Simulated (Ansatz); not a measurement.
# N on Mo(100): change of the work function, part 2 of 4

How does N on the hollow site change the work function of Mo(100) as the layer fills?

Ansatz 0.2.0; plane-wave DFT, PBE, Ansatz PAW.

So far, work function, upper face (eV): step 2 (the clean slab) 3.83.

## 3. The covered slab, k-mesh 4×4×1, coverage 0.111 ML

System of this step: Mo36N (N/Mo(100)). The cell holds 37 atoms: 36 Mo and 1 N. Its edges and angles: a = 9.450 Å, b = 9.450 Å, c = 23.239 Å, α = 90.0°, β = 90.0°, γ = 90.0°. Vacuum lies along c.

The clean slab as it ended is repeated in the plane and the adsorbate is set on one face; the cell's size fixes the coverage, and the k-mesh shrinks with it to keep the sampling density about even. Adsorbate and upper layers relax, since the dipole depends on the height.

Contents of input.yaml:

```yaml
crystal:
  lattice:
    - [9.45, 0.0, 0.0]
    - [0.0, 9.45, 0.0]
    - [0.0, 0.0, 23.2388020955]
  atoms:
    - { symbol: Mo, position: [0.1666666667, 0.1666666667, 0.3872833016] }
    - { symbol: Mo, position: [0.0, 0.0, 0.4550578793] }
    - { symbol: Mo, position: [0.1666666667, 0.1666666667, 0.5257143542] }
    - { symbol: Mo, position: [0.0, 0.0, 0.5851780234] }
    - { symbol: Mo, position: [0.1666666667, 0.5, 0.3872833016] }
    - { symbol: Mo, position: [0.0, 0.3333333333, 0.4550578793] }
    - { symbol: Mo, position: [0.1666666667, 0.5, 0.5257143542] }
    - { symbol: Mo, position: [0.0, 0.3333333333, 0.5851780234] }
    - { symbol: Mo, position: [0.1666666667, 0.8333333333, 0.3872833016] }
    - { symbol: Mo, position: [0.0, 0.6666666667, 0.4550578793] }
    - { symbol: Mo, position: [0.1666666667, 0.8333333333, 0.5257143542] }
    - { symbol: Mo, position: [0.0, 0.6666666667, 0.5851780234] }
    - { symbol: Mo, position: [0.5, 0.1666666667, 0.3872833016] }
    - { symbol: Mo, position: [0.3333333333, 0.0, 0.4550578793] }
    - { symbol: Mo, position: [0.5, 0.1666666667, 0.5257143542] }
    - { symbol: Mo, position: [0.3333333333, 0.0, 0.5851780234] }
    - { symbol: Mo, position: [0.5, 0.5, 0.3872833016] }
    - { symbol: Mo, position: [0.3333333333, 0.3333333333, 0.4550578793] }
    - { symbol: Mo, position: [0.5, 0.5, 0.5257143542] }
    - { symbol: Mo, position: [0.3333333333, 0.3333333333, 0.5851780234] }
    - { symbol: Mo, position: [0.5, 0.8333333333, 0.3872833016] }
    - { symbol: Mo, position: [0.3333333333, 0.6666666667, 0.4550578793] }
    - { symbol: Mo, position: [0.5, 0.8333333333, 0.5257143542] }
    - { symbol: Mo, position: [0.3333333333, 0.6666666667, 0.5851780234] }
    - { symbol: Mo, position: [0.8333333333, 0.1666666667, 0.3872833016] }
    - { symbol: Mo, position: [0.6666666667, 0.0, 0.4550578793] }
    - { symbol: Mo, position: [0.8333333333, 0.1666666667, 0.5257143542] }
    - { symbol: Mo, position: [0.6666666667, 0.0, 0.5851780234] }
    - { symbol: Mo, position: [0.8333333333, 0.5, 0.3872833016] }
    - { symbol: Mo, position: [0.6666666667, 0.3333333333, 0.4550578793] }
    - { symbol: Mo, position: [0.8333333333, 0.5, 0.5257143542] }
    - { symbol: Mo, position: [0.6666666667, 0.3333333333, 0.5851780234] }
    - { symbol: Mo, position: [0.8333333333, 0.8333333333, 0.3872833016] }
    - { symbol: Mo, position: [0.6666666667, 0.6666666667, 0.4550578793] }
    - { symbol: Mo, position: [0.8333333333, 0.8333333333, 0.5257143542] }
    - { symbol: Mo, position: [0.6666666667, 0.6666666667, 0.5851780234] }
    - { symbol: "N", position: [0.1666666667, 0.1666666667, 0.6127166984] }
kpoints:
  mp_grid: { grid: [4, 4, 1] }
hamiltonian:
  xc: pbe
scf:
  occupations: { method: fermi_dirac, width: 0.1 }
  convergence: { dr2_threshold: 1.0e-08 }
efield:
  axis: 3
  dipole_correction: true
  ramp_position: 0.97
  ramp_width: 0.06
relax:
  f_tol: 0.02
  max_steps: 60
  constraints:
    - { sites: [0, 1, 4, 5, 8, 9, 12, 13, 16, 17, 20, 21, 24, 25, 28, 29, 32, 33] }
output:
  write_potential: true
  write_density: true
  volumetric_format: npy
```

Command:

```bash
$ ansatz run input.yaml --threads 4 --pin off --max-ram 16384MiB --backend cpu --events-out ev --progress --plain --runs-dir out
```

Output:

```text
[...]
Crystal: 37 atoms, lattice volume = 2075.283 Å³
Basis set: ecut = 420 eV, 40597 PW (Γ), exchange–correlation on 128×128×320 points (8 copies of the dense FFT grid, shifted against one another)
Bands: 306, of which v1, the nominal top of the filled ones, is band 255 counted from 1 (254 counted from 0)
Symmetry: 8 space group operations
[...]
k-points: 6 of 16
[...]
SCF iter   1: F=—  HF=-178765.936599 eV  |F-HF|=—  |Δ(HF+E_count)|=         —  Δρ=7.14e-3  dr2=2.54e0  ethr=1.77e-3  p=0.007 e·Å  D=6.05e-4 V/Å  ΔV_dip=-0.01 eV  dr2_dipole=1.61e-1  V_vac-E_F(+/−)=4.14/4.15 eV  ⟨swp⟩=10.3  Hψ=9158  notcnv=0
[...]
SCF iter  11: F=-178765.701081 eV  HF=-178765.701081 eV  |F-HF|=8.41e-9  |Δ(HF+E_count)|=   2.47e-8  Δρ=3.19e-7  dr2=3.60e-9  ethr=1.96e-12  p=0.017 e·Å  D=1.44e-3 V/Å  ΔV_dip=-0.03 eV  dr2_dipole=6.18e-12  V_vac-E_F(+/−)=3.84/3.87 eV  ⟨swp⟩=10.7  Hψ=12427  notcnv=0
SCF 1 converged in 11 iterations: F = -178765.701081 eV  dr2 = 3.60e-9
[...]
relax step   1: F+E_penalty+E_count = -178765.70108086 eV  Δ(F+E_penalty+E_count) = +0.000e0 eV  max|allowed force component| = 2.620e0 eV/Å  Δτ_max = 0.0000 Å  (11 SCF iters, accepted)
[...]
SCF iter  10: F=-178766.269866 eV  HF=-178766.269866 eV  |F-HF|=2.60e-8  |Δ(HF+E_count)|=   9.17e-8  Δρ=4.94e-7  dr2=7.84e-9  ethr=1.96e-12  p=0.046 e·Å  D=4.03e-3 V/Å  ΔV_dip=-0.09 eV  dr2_dipole=4.16e-10  V_vac-E_F(+/−)=3.78/3.88 eV  ⟨swp⟩=11.2  Hψ=13601  notcnv=0
SCF 2 converged in 10 iterations: F = -178766.269866 eV  dr2 = 7.84e-9
relax step   2: F+E_penalty+E_count = -178766.26986565 eV  Δ(F+E_penalty+E_count) = -5.688e-1 eV  max|allowed force component| = 6.909e-1 eV/Å  Δτ_max = 0.1720 Å  (10 SCF iters, accepted)
SCF iter   1: F=—  HF=-178766.495818 eV  |F-HF|=—  |Δ(HF+E_count)|=         —  Δρ=4.68e-3  dr2=1.10e0  ethr=8.06e-4  p=0.046 e·Å  D=4.02e-3 V/Å  ΔV_dip=-0.09 eV  dr2_dipole=1.22e-1  V_vac-E_F(+/−)=3.78/3.88 eV  ⟨swp⟩=5.0  Hψ=3611  notcnv=0
[...]
SCF iter  10: F=-178766.427602 eV  HF=-178766.427602 eV  |F-HF|=1.70e-8  |Δ(HF+E_count)|=   4.91e-8  Δρ=3.62e-7  dr2=4.53e-9  ethr=1.96e-12  p=0.041 e·Å  D=3.61e-3 V/Å  ΔV_dip=-0.08 eV  dr2_dipole=8.18e-11  V_vac-E_F(+/−)=3.79/3.87 eV  ⟨swp⟩=10.5  Hψ=12679  notcnv=0
SCF 3 converged in 10 iterations: F = -178766.427602 eV  dr2 = 4.53e-9
relax step   3: F+E_penalty+E_count = -178766.42760179 eV  Δ(F+E_penalty+E_count) = -1.577e-1 eV  max|allowed force component| = 5.929e-1 eV/Å  Δτ_max = 0.0897 Å  (10 SCF iters, accepted)
[...]
relax step   4: F+E_penalty+E_count = -178766.45040873 eV  Δ(F+E_penalty+E_count) = -2.281e-2 eV  max|allowed force component| = 9.038e-1 eV/Å  Δτ_max = 0.1327 Å  (9 SCF iters, accepted)
[...]
relax step   5: F+E_penalty+E_count = -178766.47566476 eV  Δ(F+E_penalty+E_count) = -2.526e-2 eV  max|allowed force component| = 1.779e-1 eV/Å  Δτ_max = 0.0341 Å  (8 SCF iters, accepted)
[...]
relax step   6: F+E_penalty+E_count = -178766.47601187 eV  Δ(F+E_penalty+E_count) = -3.471e-4 eV  max|allowed force component| = 8.176e-2 eV/Å  Δτ_max = 0.0349 Å  (9 SCF iters, accepted)
[...]
relax step   7: F+E_penalty+E_count = -178766.45555479 eV  Δ(F+E_penalty+E_count) = +2.046e-2 eV  max|allowed force component| = 2.322e-1 eV/Å  Δτ_max = 0.0369 Å  (10 SCF iters, rejected (line search))
SCF iter   1: F=—  HF=-178766.491866 eV  |F-HF|=—  |Δ(HF+E_count)|=         —  Δρ=2.13e-3  dr2=3.35e-1  ethr=6.73e-4  p=0.037 e·Å  D=3.26e-3 V/Å  ΔV_dip=-0.08 eV  dr2_dipole=5.27e-2  V_vac-E_F(+/−)=3.79/3.87 eV  ⟨swp⟩=2.3  Hψ=2837  notcnv=0
[...]
SCF iter  10: F=-178766.479199 eV  HF=-178766.479199 eV  |F-HF|=5.73e-9  |Δ(HF+E_count)|=   1.77e-8  Δρ=2.06e-7  dr2=1.40e-9  ethr=1.96e-12  p=0.036 e·Å  D=3.10e-3 V/Å  ΔV_dip=-0.07 eV  dr2_dipole=8.37e-11  V_vac-E_F(+/−)=3.80/3.87 eV  ⟨swp⟩=9.7  Hψ=11870  notcnv=0
SCF 8 converged in 10 iterations: F = -178766.479199 eV  dr2 = 1.40e-9
relax step   8: F+E_penalty+E_count = -178766.47919899 eV  Δ(F+E_penalty+E_count) = -3.187e-3 eV  max|allowed force component| = 7.050e-3 eV/Å  Δτ_max = 0.0166 Å  (10 SCF iters, accepted)
NSCF: frozen V_eff on 6 k-points
[...]
SCF converged after 10 iterations
Free energy (F): -178766.479199 eV
[...]
Internal energy: -178765.111000 eV  (E = F + TS)
E sigma→0 (E₀):  -178765.795100 eV
Entropy (-TS):   -1.368199 eV (-36.978 meV/atom)
Fermi energy:    3.000338 eV
Dipole field:    D = 0.003107 V/Å  (p = 0.035636 e·Å, saw-weighted, corrected)
Work function:   Φ+ = 3.8008 eV   Φ− = 3.8730 eV
[...]
--- Forces (eV/Å), atoms counted from 1 ---
  atom   1  Mo    -0.00000000     0.00000000     1.51026596
  atom   2  Mo    -0.27861622    -0.27861622    -1.64889208
  atom   3  Mo    -0.00000000     0.00000000     0.00214746
  atom   4  Mo    -0.00600081    -0.00600081    -0.00704971
  atom   5  Mo     0.00000000    -0.00451420     1.72099500
  atom   6  Mo    -0.27861622     0.27861622    -1.64889208
  atom   7  Mo     0.00000000     0.00026962     0.00393412
  atom   8  Mo    -0.00600081     0.00600081    -0.00704971
  atom   9  Mo     0.00000000     0.00451420     1.72099500
  atom  10  Mo     0.05543672     0.00000000    -1.66042514
  atom  11  Mo     0.00000000    -0.00026962     0.00393412
  atom  12  Mo     0.00040929     0.00000000    -0.00199908
  atom  13  Mo    -0.00451420     0.00000000     1.72099500
  atom  14  Mo     0.27861622    -0.27861622    -1.64889208
  atom  15  Mo     0.00026962     0.00000000     0.00393412
  atom  16  Mo     0.00600081    -0.00600081    -0.00704971
  atom  17  Mo     0.02655988     0.02655988     1.67700401
  atom  18  Mo     0.27861622     0.27861622    -1.64889208
  atom  19  Mo    -0.00017389    -0.00017389     0.00380667
  atom  20  Mo     0.00600081     0.00600081    -0.00704971
  atom  21  Mo     0.02655988    -0.02655988     1.67700401
  atom  22  Mo    -0.05543672     0.00000000    -1.66042514
  atom  23  Mo    -0.00017389     0.00017389     0.00380667
  atom  24  Mo    -0.00040929     0.00000000    -0.00199908
  atom  25  Mo     0.00451420     0.00000000     1.72099500
  atom  26  Mo     0.00000000     0.05543672    -1.66042514
  atom  27  Mo    -0.00026962     0.00000000     0.00393412
  atom  28  Mo     0.00000000     0.00040929    -0.00199908
  atom  29  Mo    -0.02655988     0.02655988     1.67700401
  atom  30  Mo     0.00000000    -0.05543672    -1.66042514
  atom  31  Mo     0.00017389    -0.00017389     0.00380667
  atom  32  Mo     0.00000000    -0.00040929    -0.00199908
  atom  33  Mo    -0.02655988    -0.02655988     1.67700401
  atom  34  Mo    -0.00000000     0.00000000    -1.85718422
  atom  35  Mo     0.00017389     0.00017389     0.00380667
  atom  36  Mo    -0.00000000     0.00000000    -0.00552283
  atom  37  N     -0.00000000     0.00000000     0.00075485
  max |Σ_I F_I| component: 4.36e-5 eV/Å
--- Band table (eV; the first three rows and the last of 6) ---
  k-point 0: bands = [... 251 lower, 2.8250, 2.8250, 2.9126, 2.9126, 2.9323, 3.0777, 3.2988, 3.3120, ... 47 higher]
  k-point 1: bands = [... 251 lower, 2.7702, 2.9571, 3.0209, 3.0263, 3.0488, 3.0899, 3.1463, 3.2386, ... 47 higher]
  k-point 2: bands = [... 251 lower, 2.8471, 2.8713, 2.9255, 2.9459, 3.0047, 3.0197, 3.1605, 3.2369, ... 47 higher]
  k-point 5: bands = [... 251 lower, 2.8235, 2.8847, 2.8847, 2.9527, 2.9527, 2.9734, 3.0535, 3.1209, ... 47 higher]
--- Relaxed structure (8 steps of the walk, 7 accepted, 0 SCFs on fresh bases) ---
  F+E_penalty+E_count = -178766.47919899 eV   max|allowed force component| = 7.050e-3 eV/Å
  atoms:
    - { symbol: Mo, position: [0.166667, 0.166667, 0.387283] }
    - { symbol: Mo, position: [1.666666e-11, 1.666666e-11, 0.455058] }
    - { symbol: Mo, position: [0.166667, 0.166667, 0.518859] }
    - { symbol: Mo, position: [0.011658, 0.011658, 0.587606] }
    - { symbol: Mo, position: [0.166667, 0.500000, 0.387283] }
    - { symbol: Mo, position: [1.666666e-11, 0.333333, 0.455058] }
    - { symbol: Mo, position: [0.166667, 0.500908, 0.526215] }
    - { symbol: Mo, position: [0.011658, 0.321676, 0.587606] }
    - { symbol: Mo, position: [0.166667, 0.833333, 0.387283] }
    - { symbol: Mo, position: [1.666666e-11, 0.666667, 0.455058] }
    - { symbol: Mo, position: [0.166667, 0.832425, 0.526215] }
    - { symbol: Mo, position: [-0.00682055, 0.666667, 0.585320] }
    - { symbol: Mo, position: [0.500000, 0.166667, 0.387283] }
    - { symbol: Mo, position: [0.333333, 1.666666e-11, 0.455058] }
    - { symbol: Mo, position: [0.500908, 0.166667, 0.526215] }
    - { symbol: Mo, position: [0.321676, 0.011658, 0.587606] }
    - { symbol: Mo, position: [0.500000, 0.500000, 0.387283] }
    - { symbol: Mo, position: [0.333333, 0.333333, 0.455058] }
    - { symbol: Mo, position: [0.499865, 0.499865, 0.525643] }
    - { symbol: Mo, position: [0.321676, 0.321676, 0.587606] }
    - { symbol: Mo, position: [0.500000, 0.833333, 0.387283] }
    - { symbol: Mo, position: [0.333333, 0.666667, 0.455058] }
    - { symbol: Mo, position: [0.499865, 0.833468, 0.525643] }
    - { symbol: Mo, position: [0.340154, 0.666667, 0.585320] }
    - { symbol: Mo, position: [0.833333, 0.166667, 0.387283] }
    - { symbol: Mo, position: [0.666667, 1.666666e-11, 0.455058] }
    - { symbol: Mo, position: [0.832425, 0.166667, 0.526215] }
    - { symbol: Mo, position: [0.666667, -0.00682055, 0.585320] }
    - { symbol: Mo, position: [0.833333, 0.500000, 0.387283] }
    - { symbol: Mo, position: [0.666667, 0.333333, 0.455058] }
    - { symbol: Mo, position: [0.833468, 0.499865, 0.525643] }
    - { symbol: Mo, position: [0.666667, 0.340154, 0.585320] }
    - { symbol: Mo, position: [0.833333, 0.833333, 0.387283] }
    - { symbol: Mo, position: [0.666667, 0.666667, 0.455058] }
    - { symbol: Mo, position: [0.833468, 0.833468, 0.525643] }
    - { symbol: Mo, position: [0.666667, 0.666667, 0.584442] }
    - { symbol: N, position: [0.166667, 0.166667, 0.612191] }
```

The job ended after 22 min (4 threads of Arm Neoverse V1, shared host; peak memory 10 GiB).

This run has no spin polarisation although its electron count is odd.

The steps of the relaxation:

```tsv
step	energy less that of the first step (eV)	largest force component (eV/Å)
1	0.0000	2.6197
2	-0.5688	0.6909
3	-0.7265	0.5929
4	-0.7493	0.9038
5	-0.7746	0.1779
6	-0.7749	0.0818
7	-0.7545	0.2322
8	-0.7781	0.0070
```

Relaxation step 7 was tried and not accepted.

Forces are held to the 8 operations that the program found; a distortion that breaks them can't arise in this run.

The atoms that moved most (Å):

```tsv
atom	dx	dy	dz	length
Mo20	-0.110	-0.110	0.056	0.166
Mo8	0.110	-0.110	0.056	0.166
Mo16	-0.110	0.110	0.056	0.166
Mo4	0.110	0.110	0.056	0.166
Mo3	0.000	0.000	-0.159	0.159
Mo28	0.000	-0.064	0.003	0.065
Mo12	-0.064	0.000	0.003	0.065
Mo32	0.000	0.064	0.003	0.065
```

Final coordinates:

```
Mo N
1.0
     9.45000    0.00000    0.00000
     0.00000    9.45000    0.00000
     0.00000    0.00000   23.23880
Mo N
36 1
Direct
  0.16667 0.16667 0.38728
  0.00000 0.00000 0.45506
  0.16667 0.16667 0.51886
  0.01166 0.01166 0.58761
  0.16667 0.50000 0.38728
  0.00000 0.33333 0.45506
  0.16667 0.50091 0.52622
  0.01166 0.32168 0.58761
  0.16667 0.83333 0.38728
  0.00000 0.66667 0.45506
  0.16667 0.83242 0.52622
  0.99318 0.66667 0.58532
  0.50000 0.16667 0.38728
  0.33333 0.00000 0.45506
  0.50091 0.16667 0.52622
  0.32168 0.01166 0.58761
  0.50000 0.50000 0.38728
  0.33333 0.33333 0.45506
  0.49987 0.49987 0.52564
  0.32168 0.32168 0.58761
  0.50000 0.83333 0.38728
  0.33333 0.66667 0.45506
  0.49987 0.83347 0.52564
  0.34015 0.66667 0.58532
  0.83333 0.16667 0.38728
  0.66667 0.00000 0.45506
  0.83242 0.16667 0.52622
  0.66667 0.99318 0.58532
  0.83333 0.50000 0.38728
  0.66667 0.33333 0.45506
  0.83347 0.49987 0.52564
  0.66667 0.34015 0.58532
  0.83333 0.83333 0.38728
  0.66667 0.66667 0.45506
  0.83347 0.83347 0.52564
  0.66667 0.66667 0.58444
  0.16667 0.16667 0.61219
```

Numbers from this step:

- energy at zero smearing: -178765.7951 eV
- work function, upper face: 3.801 eV
- work function, lower face: 3.873 eV
- dipole along the normal: 0.03564 e·Å
- step between the vacuum levels: -0.07221 eV

Running mean over 1.575 Å of the planar mean; the ramp of the sawtooth is left out. Electron's electrostatic potential energy less the Fermi level against z:

z (Å), electron's electrostatic potential energy less the Fermi level (eV) and a bar from the least value:
```
      3.0        3.9 ##############################
      3.5        3.9 ##############################
      4.0        3.9 ##############################
      4.5        3.9 ##############################
      5.0        3.9 ##############################
      5.5        3.8 ##############################
      6.0        3.8 ##############################
      6.5        3.6 ##############################
      7.0        3.1 #############################
      7.5        1.6 ##########################
      8.0       -2.5 ###################
      8.5       -8.1 ##########
      9.0      -11.4 #####
      9.5      -12.1 ###
     10.0      -12.3 ###
     10.5      -12.4 ###
     11.0      -12.2 ###
     11.5      -12.2 ###
     12.0      -12.7 ##
     12.5      -13.8 #
     13.0      -14.2 
     13.5      -13.1 ##
     14.0      -10.0 #######
     14.5       -4.4 ################
     15.0        0.7 #########################
     15.5        2.9 ############################
     16.0        3.5 #############################
     16.5        3.7 ##############################
     17.0        3.8 ##############################
     17.5        3.8 ##############################
     18.0        3.8 ##############################
     18.5        3.8 ##############################
     19.0        3.8 ##############################
     19.5        3.8 ##############################
     20.0        3.8 ##############################
```

The relaxation took 8 steps and lowered the energy by 0.78 eV; the largest force on the free atoms ends at 0.0070 eV/Å.

The covered face has 3.80 eV, -0.03 eV against the clean one; the bare back face has moved by +0.01 eV, a measure of how thin the slab is.

(Continued in part 3 of 4.)

[Long decimals in the printed logs are rounded to 6 places.]

[Logs are printed without paths, hosts, clocks, repeated set-up lines and the standing remarks that a program may print on its own settings, such as how far it seeks lower states.]

[Hosts, paths, dates, database ids (printed as entryN), source tags and the programs' standing remarks are cut or masked in the printed files.]

[Maps of the electrostatic potential energy from Ansatz leave out the sawtooth potential of an applied field or a dipole correction, so their vacuum need not be flat; planar profiles and work functions include it.]
